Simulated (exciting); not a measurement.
The S L₂,₃ edge of atom 3 in RbLuS2, space group R-3m, with 3 Lu at 2.72 Å and 3 Rb at 3.29 Å (distorted octahedral, site symmetry 3m), was computed at 2 levels: exchange and screened direct term (singlet BSE) and independent particles. Common settings: exciting, all-electron LAPW+lo, LDA, 2×2×2 shifted k points, 46 conduction bands, |G+q| up to 3 bohr⁻¹ (2.5 in the exchange term), full RPA screening with nempty = 77, Lorentzian half width 0.45 eV.

Energy from the Kohn–Sham onset, core level to the lowest empty state found on the meshes used; all runs on one relative scale:

```tsv
E (eV)	run 1	run 2
-3.0	0.05	0.02
-2.5	0.06	0.03
-2.0	0.09	0.03
-1.5	0.14	0.03
-1.0	0.26	0.04
-0.5	0.33	0.06
0.0	0.45	0.09
0.5	0.61	0.14
1.0	0.76	0.18
1.5	0.98	0.22
2.0	1.01	0.30
2.5	0.94	0.39
3.0	0.83	0.46
3.5	0.78	0.55
4.0	0.76	0.63
4.5	0.76	0.70
5.0	0.86	0.67
5.5	0.97	0.63
6.0	0.98	0.67
6.5	1.02	0.64
7.0	1.12	0.62
7.5	1.21	0.64
8.0	1.29	0.68
8.5	1.60	0.72
9.0	1.92	0.74
9.5	1.90	0.80
10.0	2.18	1.01
10.5	2.08	1.11
11.0	1.79	1.52
11.5	1.72	1.83
12.0	1.49	1.62
12.5	1.59	1.64
13.0	1.75	1.52
13.5	1.73	1.38
14.0	1.87	1.51
14.5	2.02	1.62
15.0	1.87	1.68
15.5	1.74	1.98
16.0	1.57	2.01
16.5	1.43	2.01
17.0	1.35	1.96
17.5	1.23	1.88
18.0	1.21	1.75
18.5	1.26	1.69
19.0	1.34	1.63
19.5	1.34	1.62
20.0	1.33	1.77
20.5	1.34	1.70
21.0	1.26	1.79
```

Which run is which, and why?

Run 1: exchange and screened direct term (singlet BSE); highest local maximum in the window at 10.1 eV. Run 2: independent particles; highest local maximum in the window at 15.7 eV. The attractive direct term pulls weight down: the curves pass 0.34 at -0.4 and 2.2 eV in the order of the runs. Fine structure above the first lines is partly noise of the 8-point mesh.

[Banner, clock and machine lines of the logs are left out without a mark of their own.]

[Logs are printed without paths, hosts, clocks, repeated set-up lines and the standing remarks that a program may print on its own settings, such as how far it seeks lower states.]

[Hosts, paths, dates, database ids (printed as entryN), source tags and the programs' standing remarks are cut or masked in the printed files.]
